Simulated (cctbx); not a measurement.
## Diagnosing a refinement

Cell a = 17.9080 Å, b = 3.5070 Å, c = 8.7520 Å, α = 90.00°, β = 104.14°, γ = 90.00°; space group C2/m (no. 12).

The data are simulated with cctbx, not measured: Cu Kα, λ = 1.54184 Å, to d = 0.83 Å, 95 % of the full sphere, strongest reflection 70000 counts, noise from counting, a 1.5 % proportional error and a noise floor of 15 counts (s.d.); no absorption.

An anisotropic refinement with weights 1/σ² prints:

```text
Rint 0.014, 577 unique reflections to 0.83 A
cycle     R1     wR2    GooF  max shift (A)
   1  0.1830  0.3796  25.038   0.03174
   4  0.1793  0.3655  24.104   0.00045
final R1 0.1793 wR2 0.3655 GooF 24.104  parameters 38  data/parameter 15.2
atom        x        y        z      Ueq    occ   su(xyz)  su(Uiso or U11)
Tl1    0.00000  0.50000  0.50000   0.0011  1.000  0.00000  0.0017  NPD
Ga1    0.00000  0.00000  0.00000   0.0028  1.000  0.00000  0.0053  NPD
Ga2    0.15562  0.50000  0.98400   0.0010  1.000  0.00089  0.0033
Ga3    0.20878  0.50000  0.34167   0.0027  1.000  0.00076  0.0037  NPD
S1     0.42188  0.00000  0.85254   0.0166  1.000  0.00211  0.0086
S2     0.41611  0.50000  0.18175   0.0091  1.000  0.00176  0.0075  NPD
S3     0.25741  0.50000  0.83555   0.0152  1.000  0.00212  0.0077
difference map: max 48.17 min -4.08 rms 2.18
Q1    0.1704  0.0000  0.4818    4   50.26  2.33 A from Ga3
Q2    0.0000  0.5000  0.5000    2   34.53  0.00 A from Tl1
Q3    0.0888  0.0000  0.8477    4   12.11  0.25 A from S2
Q4    0.1679  0.5000  0.0004    4   11.43  0.23 A from Ga2
Q5    0.0000  0.0000  0.0000    2   11.24  0.00 A from Ga1
Q6    0.2469  0.0000  0.1606    4    9.71  0.09 A from S3
```

Q: Accept it or mend it, and why?

Mend it. The fault: an atom left out, S at (0.3298, 1/2, 0.5175). Against the right model at the same level, R1 goes from 0.0062 to 0.1793 and GooF from 0.91 to 24.10, the top difference peak, 50.3 e/Å³, lies 2.33 Å from Ga3 and Tl1, Ga1, Ga3 and S2 go non-positive-definite. Q1 is the missing atom. With scattering power missing, scale and phases suffer, so peaks may also grow on the heavy atoms.

The compound is TlGa5S8. The right model at the same level gives:

```text
Rint 0.014, 577 unique reflections to 0.83 A
cycle     R1     wR2    GooF  max shift (A)
   1  0.0062  0.0139   0.922   0.00021
   2  0.0062  0.0137   0.908   0.00000
final R1 0.0062 wR2 0.0137 GooF 0.908  parameters 44  data/parameter 13.1
atom        x        y        z      Ueq    occ   su(xyz)  su(Uiso or U11)
Tl1    0.00000  0.50000  0.50000   0.0043  1.000  0.00000  0.0001
Ga1    0.00000  0.00000  0.00000   0.0077  1.000  0.00000  0.0002
Ga2    0.15609  0.50000  0.98485   0.0061  1.000  0.00003  0.0001
Ga3    0.20860  0.50000  0.34041   0.0072  1.000  0.00003  0.0001
S1     0.42155  0.00000  0.85220   0.0098  1.000  0.00006  0.0002
S2     0.41530  0.50000  0.17736   0.0094  1.000  0.00006  0.0002
S3     0.32976  0.50000  0.51746   0.0088  1.000  0.00006  0.0002
S4     0.25664  0.50000  0.83584   0.0097  1.000  0.00006  0.0002
difference map: max 0.23 min -0.22 rms 0.06
Q1    0.0211  0.1921  0.6974    8    0.24  1.53 A from S2
Q2    0.1996  0.0000  0.3146    4    0.23  1.68 A from S3
Q3    0.1424  0.0000  0.6974    4    0.22  1.68 A from S2
Q4    0.1132  0.0000  0.7813    4    0.21  0.69 A from S2
Q5    0.0326  0.5000  0.2554    4    0.20  1.39 A from S1
Q6    0.2126  0.5000  0.2573    4    0.20  0.75 A from Ga3
```

Isotropic U is held between 0.0001 and 1 Å² by the program, and listed peak heights are interpolated, so they can pass the grid's maximum.

This is a model crystal, built by substitution and not relaxed, with assumed displacement parameters.

[Middle refinement cycles are left out of these outputs.]

[Logs are printed without paths, hosts, clocks, repeated set-up lines and the standing remarks that a program may print on its own settings, such as how far it seeks lower states.]
